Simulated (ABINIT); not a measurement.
Records of electronic-structure calculations.

```xyz
5
Lattice="3.151 1.819 2.655 -3.151 1.819 2.655 0.000 -3.638 2.655" Properties=species:S:1:pos:R:3 pbc="T T T" subject="How the form of the self-energy moves the gap of TlIO3 (R3m)" method="RPA screening on PBEsol, plane waves, norm-conserving pseudopotentials (and 3 further levels or steps)" program="ABINIT 10.8.3" settings="cutoff 36 Ha, PseudoDojo scalar-relativistic 0.4.1 standard, norm-conserving, ngkpt (2, 2, 2), nband 87, ecuteps 4.5 Ha, gwcalctyp 1, nfreqim 16, inclvkb 2, shiftk (0, 0, 0), symchi 1, awtr 1, frequency ac, 2×2×2 k-mesh" cost="11 runs, 87 s in all on 4 MPI ranks of AMD EPYC 7R13 (Zen 3), shared host" notes="The cell and positions are those that the Materials Project relaxed with its own functionals (PBE, PBE+U or r2SCAN), kept fixed. Limits: no spin-orbit coupling. The 2×2×2 mesh is coarse for this cell, which bears on the long-range parts of exchange and screening. The norm-conserving file of at least one element keeps a d shell over frozen s and p shells of the same row. Exchange with those shells is missing from the self-energy, an error of 0.3 to 0.9 eV in cases checked, whose sign depends on which edge lies on those atoms." g0w0_godby_needs_plasmon_pole="4.125 eV" g0w0_hybertsen_louie_plasmon_pole="4.228 eV" g0w0_von_der_linden_horsch_plasmon_pole="4.223 eV" g0w0_engel_farid_plasmon_pole="4.146 eV" one_shot_hartree_fock="10.269 eV" g0w0_contour_deformation="4.084 eV" g0w0_analytic_continuation="4.056 eV" known_limits="short of the basis limit; exchange with frozen shells missing; no spin-orbit coupling; coarse k mesh"
Tl    0.000    0.000    0.070
I     0.000    0.000    3.998
O     1.391    0.803    4.852
O    -1.391    0.803    4.852
O     0.000   -1.606    4.852
```

[Long decimals in the printed logs are rounded to 6 places.]

[Logs are printed without paths, hosts, clocks, repeated set-up lines and the standing remarks that a program may print on its own settings, such as how far it seeks lower states.]

[Paths, hosts, dates, memory and timing lines, banners, echoed tables and standing remarks are left out of the program output; an Ansatz launch command may be rebuilt from the run's recorded settings. Measured values are a selection of at most five: reports struck by readers or far from the other reports are left out. None is set beside runs whose start may be inverted or whose files or cutoffs have a known fault.]

[Runs of the session that timed out or met a known fault of the program may be left out.]

[Hosts, paths, dates, database ids (printed as entryN), source tags and the programs' standing remarks are cut or masked in the printed files.]

[G0W0 gaps are taken among the corrected bands and points alone; a level outside them can change the order at an edge.]

[Where Ansatz stands beside ABINIT at settings called matched, ABINIT's density can come from a denser mesh and the files from another edition; pairs whose starting gaps differed by over 0.03 eV were left out, so agreement reads better than it is.]
